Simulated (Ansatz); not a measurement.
# TiPbSe3 (built on the sites of a database entry of HfPbO3): following an unstable mode

Aim: this structure of TiPbSe3 (built on the sites of a database entry of HfPbO3) is to be tested for unstable modes, and one is followed downhill.

Main program and level: Ansatz 0.2.0; DFT PBEsol, scalar-relativistic, plane waves, PAW.

The structure was built from a prototype and need not be the compound's stable phase.

### 1. Starting point

Symmetry: Pm-3m, No. 221, cubic system. Conventional cell: a = 4.932 Å, b = 4.932 Å, c = 4.932 Å, α = 90.00°, β = 90.00°, γ = 90.00°. Ti has 6 Se at 2.47 Å nearest. Nearest to Pb lie 12 Se at 3.49 Å. Se has 2 Ti at 2.47 Å and 4 Pb at 3.49 Å nearest. Farther neighbours and most contacts between anions are not listed.

### 2. Response at finite wavevector

The cell comes from relaxations at this level that are not shown. Stability and thermal properties need the whole zone. Linear response on a 2×2×2 q mesh gives force constants as far as a supercell of that size would.

input.yaml

```yaml
crystal:
  lattice:
    - [4.9321777088, 0.0, 0.0]
    - [0.0, 4.9321777088, 0.0]
    - [0.0, 0.0, 4.9321777088]
  atoms:
    - { symbol: Ti, position: [0.5, 0.5, 0.5] }
    - { symbol: Pb, position: [0.0, 0.0, 0.0] }
    - { symbol: Se, position: [0.0, 0.5, 0.5] }
    - { symbol: Se, position: [0.5, 0.0, 0.5] }
    - { symbol: Se, position: [0.5, 0.5, 0.0] }
kpoints:
  mp_grid: { grid: [8, 8, 8] }
hamiltonian:
  xc: pbesol
scf:
  occupations: { method: methfessel_paxton, width: 0.2 }
output:
  eigenvalues: true
phonons:
  method: dfpt
  qmesh: [2, 2, 2]
  temperatures: { t_max: 1000, t_step: 50 }
  qpath:
    path:
      - [[0.0, 0.0, 0.0], [0.0, 0.5, 0.0], [0.5, 0.5, 0.0], [0.0, 0.0, 0.0], [0.5, 0.5, 0.5], [0.0, 0.5, 0.0]]
      - [[0.5, 0.5, 0.5], [0.5, 0.5, 0.0]]
    npoints: 10
```

On the command line:

```console
ansatz run input.yaml --threads 8 --pin off --max-ram 14336MiB --backend cpu --events-out ev --progress --plain --runs-dir out
```

Numbers of over 12 decimals in the logs are rounded to 6 here.

The log of the run:

```text
Engine: ansatz 0.2.0, aarch64-unknown-linux-gnu
Pseudopotentials: kind: paw
Pseudopotential: Ti, paw, valence charge 12, recommended cutoff 420 eV (normal), Ti.paw.azcp
Pseudopotential: Pb, paw, valence charge 14, recommended cutoff 420 eV (normal), Pb.paw.azcp
Pseudopotential: Se, paw, valence charge 16, recommended cutoff 420 eV (normal), Se.paw.azcp
Functional definition: PBEsol
  exchange = pbesol_x
  correlation = pbesol_c
Crystal: 5 atoms, lattice volume = 119.982 Å³
Basis set: ecut = 420 eV, 2325 PW (Γ), exchange–correlation on 72×72×72 points (8 copies of the dense FFT grid, shifted against one another)
Bands: 45, of which v1, the nominal top of the filled ones, is band 37 counted from 1 (36 counted from 0)
Symmetry: 48 space group operations
k-points: 35 of 512
Non-local potential: Ti, projectors of the file, l = 0: 3, l = 1: 2, l = 2: 3, l = 3: 1
Non-local potential: Pb, projectors of the file, l = 0: 2, l = 1: 2, l = 2: 2, l = 3: 2
Non-local potential: Se, projectors of the file, l = 0: 2, l = 1: 2, l = 2: 3, l = 3: 1
PAW form: soft (Blöchl's): semilocal exchange-correlation on the pseudo side does not see the compensation charge
PAW frozen core: Ti, regenerated for the run's functional, and the local potential with it (the file was generated under x = pbe(κ = 0.804, μ = 0.219515), c = pbe(β = 0.066725))
PAW frozen core: Pb, regenerated for the run's functional, and the local potential with it (the file was generated under x = pbe(κ = 0.804, μ = 0.219515), c = pbe(β = 0.066725))
PAW frozen core: Se, regenerated for the run's functional, and the local potential with it (the file was generated under x = pbe(κ = 0.804, μ = 0.219515), c = pbe(β = 0.066725))
PAW one-centre angular grid: Ti, 590 points (default); XC on 64 Gauss nodes
PAW one-centre angular grid: Pb, 590 points (default); XC on 64 Gauss nodes
PAW one-centre angular grid: Se, 590 points (default); XC on 64 Gauss nodes
Initial density: superposition of atomic densities (neutral atoms: chi_scale 0, normalization atom), corrected by the library's trained network
Initial wavefunctions: pseudopotential atomic-orbital guess
Functional: x = pbesol(κ = 0.804, μ = 0.123457), c = pbesol(β = 0.046)
SCF iter   1: F=—  HF=-30504.419117 eV  |F-HF|=—  |Δ(HF+E_count)|=         —  Δρ=7.09e-3  dr2=9.22e-2  ethr=1.77e-3  ⟨swp⟩=6.5  Hψ=5825  notcnv=0
preconditioner: auto → Kerker (q_TF=auto, 2.517 Å⁻¹)  [metal: Δε(μ)=0.045 eV  Ē_g=10.867 eV  σ=0.200 eV  W_gap=0.19  n_scr=26 (ndim 8)  ℏωp=20.3 eV  f_vac=0.008  D(μ)=2.01/eV (n_scr^D=6)]
SCF iter   2: F=—  HF=-30504.411365 eV  |F-HF|=—  |Δ(HF+E_count)|=   7.75e-3  S|Δr|=    0.00e0  Δρ=3.68e-3  dr2=2.71e-2  ethr=1.25e-4  ⟨swp⟩=1.0  Hψ=1855  notcnv=0
SCF iter   3: F=—  HF=-30504.408449 eV  |F-HF|=—  |Δ(HF+E_count)|=   2.92e-3  S|Δr|=    0.00e0  Δρ=4.74e-4  dr2=3.50e-4  ethr=3.66e-5  ⟨swp⟩=1.9  Hψ=1607  notcnv=0
SCF iter   4: F=—  HF=-30504.408444 eV  |F-HF|=—  |Δ(HF+E_count)|=   5.00e-6  S|Δr|=    0.00e0  Δρ=2.71e-4  dr2=1.16e-4  ethr=4.73e-7  ⟨swp⟩=2.0  Hψ=2798  notcnv=0
SCF iter   5: F=—  HF=-30504.408437 eV  |F-HF|=—  |Δ(HF+E_count)|=   6.87e-6  S|Δr|=    0.00e0  Δρ=7.37e-5  dr2=1.13e-5  ethr=1.56e-7  ⟨swp⟩=2.3  Hψ=2822  notcnv=0
SCF iter   6: F=—  HF=-30504.408440 eV  |F-HF|=—  |Δ(HF+E_count)|=   2.90e-6  S|Δr|=    0.00e0  Δρ=1.74e-5  dr2=4.86e-7  ethr=1.52e-8  ⟨swp⟩=2.8  Hψ=3119  notcnv=0
SCF iter   7: F=—  HF=-30504.408438 eV  |F-HF|=—  |Δ(HF+E_count)|=   1.98e-6  S|Δr|=    0.00e0  Δρ=6.34e-6  dr2=8.03e-8  ethr=6.57e-10  ⟨swp⟩=2.1  Hψ=1932  notcnv=0
SCF iter   8: F=—  HF=-30504.408438 eV  |F-HF|=—  |Δ(HF+E_count)|=   2.64e-8  S|Δr|=    0.00e0  Δρ=2.18e-6  dr2=8.35e-9  ethr=1.09e-10  ⟨swp⟩=2.1  Hψ=1815  notcnv=0
SCF iter   9: F=—  HF=-30504.408438 eV  |F-HF|=—  |Δ(HF+E_count)|=  1.16e-10  S|Δr|=    0.00e0  Δρ=5.07e-7  dr2=7.43e-10  ethr=1.13e-11  ⟨swp⟩=2.5  Hψ=2778  notcnv=0
SCF iter  10: F=—  HF=-30504.408438 eV  |F-HF|=—  |Δ(HF+E_count)|=  1.38e-10  S|Δr|=    0.00e0  Δρ=1.54e-7  dr2=5.77e-11  ethr=1.00e-12  ⟨swp⟩=2.1  Hψ=2399  notcnv=0
SCF iter  11: F=-30504.408438 eV  HF=-30504.408438 eV  |F-HF|=3.64e-12  |Δ(HF+E_count)|=  1.82e-11  S|Δr|=    0.00e0  Δρ=4.26e-8  dr2=2.90e-12  ethr=1.00e-12  ⟨swp⟩=8.9  Hψ=6988  notcnv=0
SCF 1 converged in 11 iterations: F = -30504.408438 eV  dr2 = 2.90e-12
  greatest PAW one-centre occupation: 1.000 electrons in one spin orbital (limit 2), on the Se atom at site 3 (counted from 0), in its partial waves of l = 2
Initial density: read from a saved state, or passed on in memory by an earlier SCF of this step, an earlier step, the calling program or the single point that the run made first
iter 1 solved again at ethr=2.03e-7 eV; its pass at ethr=3.10e-3 eV (dr2=1.50e-4 eV) is discarded
SCF iter   1: F=—  HF=-30504.408438 eV  |F-HF|=—  |Δ(HF+E_count)|=         —  Δρ=5.83e-7  dr2=4.75e-10  ethr=2.03e-7  ⟨swp⟩=2.7  Hψ=9251  notcnv=0
eigensolver tolerance schedule: the retry pair's looser diagonalisation over-reported the residual by 316167.51 of it (diagonalisation noise at an unbounded share of the residual, at the tolerance the schedule requests for it); recorded, not acted on — ethr = c·dr2/N_el stays at c = 1.0e-1
preconditioner: auto → Kerker (q_TF=auto, 2.517 Å⁻¹)  [metal: Δε(μ)=0.038 eV  Ē_g=10.848 eV  σ=0.200 eV  W_gap=0.16  n_scr=26 (ndim 8)  ℏωp=20.3 eV  f_vac=0.006  D(μ)=2.90/eV (n_scr^D=18)]
SCF iter   2: F=—  HF=-30504.408438 eV  |F-HF|=—  |Δ(HF+E_count)|=   3.49e-8  S|Δr|=    0.00e0  Δρ=2.58e-7  dr2=6.86e-11  ethr=1.00e-12  ⟨swp⟩=3.8  Hψ=4370  notcnv=0
SCF iter   3: F=—  HF=-30504.408438 eV  |F-HF|=—  |Δ(HF+E_count)|=  3.27e-11  S|Δr|=    0.00e0  Δρ=1.66e-7  dr2=2.85e-11  ethr=1.00e-12  ⟨swp⟩=4.9  Hψ=4675  notcnv=0
SCF iter   4: F=—  HF=-30504.408438 eV  |F-HF|=—  |Δ(HF+E_count)|=  1.46e-11  S|Δr|=    0.00e0  Δρ=9.25e-8  dr2=1.04e-11  ethr=1.00e-12  ⟨swp⟩=1.0  Hψ=1575  notcnv=0
SCF iter   5: F=-30504.408438 eV  HF=-30504.408438 eV  |F-HF|=1.82e-11  |Δ(HF+E_count)|=  7.28e-12  S|Δr|=    0.00e0  Δρ=5.79e-8  dr2=4.49e-12  ethr=1.00e-12  ⟨swp⟩=2.0  Hψ=2971  notcnv=0
SCF 2 converged in 5 iterations: F = -30504.408438 eV  dr2 = 4.49e-12
  greatest PAW one-centre occupation: 1.000 electrons in one spin orbital (limit 2), on the Se atom at site 4 (counted from 0), in its partial waves of l = 2
phonons: the bands overlap, so this run is a metal and interpolates without the dipole-dipole term. If the crystal is really an insulator or semiconductor, its LO-TO splitting is missing
NSCF: frozen V_eff on 35 k-points
NSCF: frozen V_eff on 125 k-points
DFPT response loops at q = (0, 0, 0) (fractional): preconditioner auto → Kerker (q_TF=auto, 2.517 Å⁻¹) (partly filled bands, converged f_vac=0.006); β = 1.00, the filter's whole step (`scf.mixing.beta` (0.50) is not read by the response loops under this deck's `scf.mixing.preconditioner`; to damp them name `kerker` or `kerker_dos`, under which they read `scf.mixing.beta`, and type it under 1.00, their step now; both keys bind the ground state too); Broyden in place of MSR1
NSCF: frozen V_eff on 250 k-points
DFPT response loops at q = (0, 0, -0.5) (fractional): mixed as the last ones told, above
NSCF: frozen V_eff on 250 k-points
DFPT response loops at q = (0, -0.5, -0.5) (fractional): mixed as the last ones told, above
NSCF: frozen V_eff on 250 k-points
DFPT response loops at q = (-0.5, -0.5, -0.5) (fractional): mixed as the last ones told, above
SCF converged after 11 iterations
Stability not checked: this state was not tested for a lower state beside it, because cold or Methfessel-Paxton smearing, or corrected tetrahedra, fill the levels in a way that the test cannot read (fill_not_monotonic; see scf.lower_state_search)
Free energy (F): -30504.408438 eV
Harris-Foulkes:  -30504.408438 eV  (|F-HF|=3.64e-12)
Internal energy: -30504.406291 eV  (E = F + TS)
E sigma→0 (E₀):  -30504.407901 eV
Entropy (-TS):   -0.002146 eV (-0.429 meV/atom)
Fermi energy:    9.885978 eV
Step filling:    the computed levels leave a gap of 0.0382 eV = 0.2 smearing widths at the electron count; against every level under it full and every level over it empty, smearing changes F+E_penalty+E_count by +1.467 meV and its σ→0 estimate by +2.003 meV
--- Per-component energies (eV) ---
  E_band       = -1336.141055
  E_kinetic    = 916.367517
  E_local      = -9376.800173  (includes V_loc(G=0)·N_el)
  E_nonlocal   = -1419.148471
  E_hartree    = 4469.349133
  E_xc         = -627.192135
  E_vxc        = -550.271967  (∫ρ·V_xc dr)
  E_paw        = -16877.453084  (= ΣΔE_a)
  E_vpaw       = 155.015409  (= ΣTr[D̂ρ^β])
  E_aug_tail   = -0.001679  (compensation charges beyond the density's cutoff)
  E_ewald      = -7592.754251
  E_core_change = 3.226852  (= ΣΔE_core)
  E_smearing   = -0.002146  (= −TS)
  E_closure    = -0.000000  (closes the sum)
  Σ components = -30504.408438   (vs F -30504.408438, Δ=0.00e0)
--- Band table (eV; the first three rows and the last of 35) ---
  k-point 0: bands = [... 33 lower, 8.4821, 9.0025, 9.0025, 9.0025, 9.4812, 9.4812, 9.4812, 10.8544, ... 4 higher]
  k-point 1: bands = [... 33 lower, 8.3784, 8.5783, 8.8941, 8.8941, 9.4865, 9.9445, 9.9445, 10.8601, ... 4 higher]
  k-point 2: bands = [... 33 lower, 8.0792, 8.1523, 8.9684, 8.9684, 9.4993, 10.5094, 10.5094, 10.8703, ... 4 higher]
  k-point 34: bands = [... 33 lower, 6.1584, 10.0941, 10.0941, 10.0941, 10.6898, 10.6898, 10.6898, 14.0194, ... 4 higher]
--- Phonons (Γ-DFPT): 4 representative perturbations + reference (Σ response iterations 12) ---
  ASR residual: 4.956e-5 → 0.000e0 eV/Å²; symmetrization residual: 9.531e-6 eV/Å²
  ASR residual per site (eV/Å²): 2.66e-5 4.96e-5 1.43e-5 1.43e-5 1.43e-5
  Γ frequencies (cm⁻¹): -81.87 -81.87 -81.87 -63.84 -63.84 -63.84 -41.53 -41.53 -41.53 0.00 0.00 0.00 251.70 251.70 251.70
--- Phonons (arbitrary-q DFPT): 4 irreducible q on the 2×2×2 mesh ---
  q = [0.0000, 0.0000, 0.0000] (star 1, of the zone-centre solve; hermiticity 1.68e-6, symmetrization 1.25e-11): -81.87 -81.87 -81.87 -63.84 -63.84 -63.84 -41.53 -41.53 -41.53 -0.00 0.00 0.00 251.70 251.70 251.70
  q = [0.0000, 0.0000, -0.5000] (star 3, 9 solved perturbations in 975 linear systems a pass and spin channel, the states on 125 of 512 k-point pairs; hermiticity 2.55e-6, symmetrization 1.26e-12): -58.76 -58.76 -57.77 -57.77 -47.29 -47.29 -45.24 -22.29 59.28 59.28 76.93 224.03 238.48 249.26 249.26
  q = [0.0000, -0.5000, -0.5000] (star 3, 9 solved perturbations in 975 linear systems a pass and spin channel, the states on 125 of 512 k-point pairs; hermiticity 1.58e-6, symmetrization 3.88e-13): -122.13 -69.20 -69.20 -59.78 -37.97 45.83 45.83 53.22 53.22 117.30 124.65 217.80 217.80 248.13 254.98
  q = [-0.5000, -0.5000, -0.5000] (star 1, 4 solved perturbations in 350 linear systems a pass and spin channel, the states on 125 of 512 k-point pairs; hermiticity 2.49e-6, symmetrization 1.61e-11): -118.09 -118.09 -118.09 -55.77 -55.77 -55.77 35.84 35.84 105.08 105.08 105.08 219.31 219.31 219.31 270.31
  sum rule: each row above includes the acoustic sum rule's correction from the zone centre's row sums; it moved no ω² by more than (0.39 cm⁻¹)²
  mesh force constants: q→R imaginary residual 6.89e-18; ASR residual 4.956e-5 → 0.000e0 eV/Å²; symmetrization residual 6.661e-15 eV/Å²
  interpolated dispersion: 62 rows × 15 modes
  density of states and harmonic sums: on the 14×14×14 q-mesh, interpolated from the force constants of a 2×2×2 supercell (no non-analytic term)
  largest difference from the sums on the solved wave vectors: F 1.34e-1 eV, S 1.91e-4 and C_V 5.77e-5 eV/K
  zero-point energy: 0.077829 eV/cell   skipped modes (ω ≤ 0): 784, of them read as no rigid motion or as one in doubt: 781 (6.457e0 modes/cell left out, lowest -122.13 cm⁻¹)   left out of the sums: 4.31e-1 of the cell's modes: C_V's classical limit lies that fraction below 3 k_B per atom; for a crystal, a wire or a layer, F and S can be off by more, and a phonons.interpolated_qmesh denser along its periods is the remedy for the sampling
```

Elapsed: 3.3 min, on 8 threads of Arm Neoverse V2, shared host; peak memory 2.1 GiB; 25 min of CPU time.

In the SCF lines HF is the Harris–Foulkes energy and dr2 the Hartree energy of the density residual, in eV; the loop may stop once dr2 is under the threshold and the program's other checks hold. Hψ counts applications of the Hamiltonian.

This step gave:

```
volume per atom                                         : 24.00 Å³
gap on the k-mesh                                       : 0 eV
sum-rule residual before enforcement                    : 4.96e-5 eV/Å²
lowest frequency on the path                            : -122.1 cm⁻¹
point group                                             : m-3m
highest frequency on the path or at a solved wavevector : 277.6 cm⁻¹
highest optical mode at the zone centre (no LO-TO term) : 251.7 cm⁻¹
lowest optical zone-centre mode                         : -81.87 cm⁻¹
lowest mode on the q mesh (acoustic modes at Γ apart)   : -122.1 cm⁻¹
```

Frequencies (cm⁻¹) solved at each irreducible wavevector; negative means imaginary. Frequencies by wavevector, by row:

| q in reciprocal lattice units | star | mode 1 | mode 2 | mode 3 | mode 4 | mode 13 | mode 14 | mode 15 |
| --- | --- | --- | --- | --- | --- | --- | --- | --- |
| 0 0 0 | 1 | -81.9 | -81.9 | -81.9 | -63.8 | 251.7 | 251.7 | 251.7 |
| 0 0 -0.5 | 3 | -58.8 | -58.8 | -57.8 | -57.8 | 238.5 | 249.3 | 249.3 |
| 0 -0.5 -0.5 | 3 | -122.1 | -69.2 | -69.2 | -59.8 | 217.8 | 248.1 | 255 |
| -0.5 -0.5 -0.5 | 1 | -118.1 | -118.1 | -118.1 | -55.8 | 219.3 | 219.3 | 270.3 |

Interpolated from a 2×2×2 q mesh. Phonon branches along the path, in cm⁻¹:

| point | branch 1 | branch 2 | branch 3 | branch 4 | branch 12 | branch 13 | branch 14 | branch 15 |
| --- | --- | --- | --- | --- | --- | --- | --- | --- |
| Γ | -82 | -82 | -82 | -64 | 0 | 252 | 252 | 252 |
| halfway | -73 | -73 | -55 | -53 | 142 | 251 | 251 | 252 |
| X | -59 | -59 | -58 | -58 | 224 | 238 | 249 | 249 |
| halfway | -99 | -64 | -62 | -56 | 205 | 221 | 249 | 262 |
| M | -122 | -69 | -69 | -60 | 218 | 218 | 248 | 255 |
| halfway | -88 | -67 | -62 | -55 | 147 | 232 | 250 | 263 |
| Γ | -82 | -82 | -82 | -64 | 0 | 252 | 252 | 252 |
| halfway | -89 | -82 | -82 | -54 | 152 | 228 | 228 | 275 |
| R | -118 | -118 | -118 | -56 | 219 | 219 | 219 | 270 |
| halfway | -101 | -91 | -82 | -59 | 191 | 220 | 224 | 276 |
| X | -59 | -59 | -58 | -58 | 224 | 238 | 249 | 249 |
| jump to R | -118 | -118 | -118 | -56 | 219 | 219 | 219 | 270 |
| halfway | -120 | -94 | -94 | -56 | 205 | 218 | 218 | 274 |
| M | -122 | -69 | -69 | -60 | 218 | 218 | 248 | 255 |

Symmetry leaves 4 wavevectors to solve. The lowest mode among them, the acoustic zeros apart, lies at q = (0, -0.5, -0.5) and is imaginary, 122.1i cm⁻¹, so the energy falls along it.

### 3. The mode frozen in, largest atomic shift 0 Å

The mode followed lies at q = (-0.5, -0.5, -0.5) with frequency 118.1i cm⁻¹ and is 3-fold degenerate, one of the unstable modes though not the softest. At small amplitude the distorted cell has space group no. 167 by a symmetry search on the positions. The undistorted cell that holds it gives the zero of energy on the same k mesh.

System of this step: TiPbSe3 (built on the sites of a database entry of HfPbO3). The structure is cubic, space group Pm-3m (No. 221). Conventional cell: a = 4.932 Å, b = 4.932 Å, c = 4.932 Å, α = 90.00°, β = 90.00°, γ = 90.00°. Nearest to Ti lie 6 Se at 2.47 Å. Pb has 12 Se at 3.49 Å nearest. Nearest to Se lie 2 Ti at 2.47 Å and 4 Pb at 3.49 Å. Farther neighbours and most contacts between anions are not listed.

input.yaml

```yaml
crystal:
  lattice:
    - [4.9321777088, 4.9321777088, 0.0]
    - [4.9321777088, 0.0, 4.9321777088]
    - [4.9321777088, 0.0, -4.9321777088]
  atoms:
    - { symbol: Ti, position: [0.5, 0.25, 0.75] }
    - { symbol: Ti, position: [0.5, 0.75, 0.25] }
    - { symbol: Pb, position: [0.0, 0.5, 0.5] }
    - { symbol: Pb, position: [0.0, 0.0, 0.0] }
    - { symbol: Se, position: [0.5, 0.0, 0.5] }
    - { symbol: Se, position: [0.5, 0.5, 0.0] }
    - { symbol: Se, position: [0.0, 0.5, 0.0] }
    - { symbol: Se, position: [0.0, 0.0, 0.5] }
    - { symbol: Se, position: [0.5, 0.0, 1.0] }
    - { symbol: Se, position: [0.5, 0.5, 0.5] }
kpoints:
  mp_grid: { grid: [8, 8, 8] }
hamiltonian:
  xc: pbesol
scf:
  occupations: { method: methfessel_paxton, width: 0.2 }
output:
  forces: true
  stress: true
  eigenvalues: true
```

The log of the run:

```text
[...]
Crystal: 10 atoms, lattice volume = 239.964 Å³
Basis set: ecut = 420 eV, 4645 PW (Γ), exchange–correlation on 96×96×96 points (8 copies of the dense FFT grid, shifted against one another)
Bands: 89, of which v1, the nominal top of the filled ones, is band 74 counted from 1 (73 counted from 0)
Symmetry: 96 space group operations
[...]
k-points: 29 of 512
[...]
k-point 0: bands = [... 70 lower, 9.0036, 9.5152, 9.5152, 9.5152, 10.0872, 10.0872, 10.0872, 10.7218, ... 11 higher]
  k-point 1: bands = [... 70 lower, 8.8522, 9.7686, 9.7686, 9.7774, 9.9381, 9.9381, 10.0040, 10.6279, ... 11 higher]
  k-point 2: bands = [... 70 lower, 8.6874, 9.5561, 9.5561, 9.7815, 10.1220, 10.1220, 10.1647, 10.3753, ... 11 higher]
  k-point 28: bands = [... 70 lower, 7.9710, 7.9710, 9.1049, 9.1049, 10.6940, 10.6940, 10.7240, 10.7240, ... 11 higher]
[key lines of the parts left out:]
SCF converged after 8 iterations
Free energy (F): -61008.833935 eV
Fermi energy:    9.886421 eV
P = ⅓ Tr σ = -0.0668 GPa (-0.668 kbar)
```

Run time: 3.5 s. Hardware: 8 threads; peak memory 1.5 GiB.

This step gave:

| Quantity | Value |
| --- | --- |
| pressure | -0.06678 GPa |
| energy from the undistorted cell | 0 meV/atom |

The run ends at a pressure of -0.07 GPa.

### 4. The mode frozen in, largest atomic shift 0.6 Å

The atoms are moved along the unstable eigenvector, the largest shift by 0.6 Å, with the cell fixed.

input.yaml, the sections that differ from step 3:

```yaml
crystal:
  lattice:
    - [4.9321777088, 4.9321777088, 0.0]
    - [4.9321777088, 0.0, 4.9321777088]
    - [4.9321777088, 0.0, -4.9321777088]
  atoms:
    - { symbol: Ti, position: [0.5, 0.25, 0.75] }
    - { symbol: Ti, position: [0.5, 0.75, 0.25] }
    - { symbol: Pb, position: [0.0, 0.5, 0.5] }
    - { symbol: Pb, position: [0.0, 0.0, 0.0] }
    - { symbol: Se, position: [0.5860196233, -0.0860196233, 0.5] }
    - { symbol: Se, position: [0.4139803767, 0.5860196233, 0.0] }
    - { symbol: Se, position: [0.0, 0.4139803767, 0.0] }
    - { symbol: Se, position: [0.0, 0.0860196233, 0.5] }
    - { symbol: Se, position: [0.5860196233, 0.0, 1.0] }
    - { symbol: Se, position: [0.4139803767, 0.5, 0.5] }
# kpoints, hamiltonian, scf, output: as in step 3
```

The log of the run:

```text
[...]
Crystal: 10 atoms, lattice volume = 239.964 Å³
Basis set: ecut = 420 eV, 4645 PW (Γ), exchange–correlation on 96×96×96 points (8 copies of the dense FFT grid, shifted against one another)
Bands: 89, of which v1, the nominal top of the filled ones, is band 74 counted from 1 (73 counted from 0)
Symmetry: 12 space group operations
[...]
k-points: 65 of 512
[...]
k-point 0: bands = [... 70 lower, 8.9140, 8.9140, 9.0703, 9.2900, 9.5628, 9.5628, 9.9272, 10.3438, ... 11 higher]
  k-point 1: bands = [... 70 lower, 8.8852, 8.9613, 8.9613, 9.0897, 9.7558, 9.7558, 10.1845, 10.3851, ... 11 higher]
  k-point 2: bands = [... 70 lower, 8.8948, 8.8948, 8.9363, 9.0278, 10.0589, 10.0589, 10.3828, 10.4435, ... 11 higher]
  k-point 64: bands = [... 70 lower, 8.0833, 8.2371, 8.3912, 8.9071, 9.8008, 10.4427, 10.5505, 10.6257, ... 11 higher]
[key lines of the parts left out:]
SCF converged after 8 iterations
Free energy (F): -61010.327684 eV
Fermi energy:    9.545965 eV
P = ⅓ Tr σ = -1.1146 GPa (-11.146 kbar)
```

Wall time 7.8 s (8 threads); peak memory 1.8 GiB.

This step gave:

```
pressure                         : -1.115 GPa
energy from the undistorted cell : -149.7 meV/atom
```

The energy, extrapolated to zero smearing, is -149.73 meV/atom against the undistorted cell.

The run ends at a pressure of -1.11 GPa, with forces up to 0.097 eV/Å.

(Part 1 of 2 ends here.)

[Logs are printed without paths, hosts, clocks, repeated set-up lines and the standing remarks that a program may print on its own settings, such as how far it seeks lower states.]

[Hosts, paths, dates, database ids (printed as entryN), source tags and the programs' standing remarks are cut or masked in the printed files.]
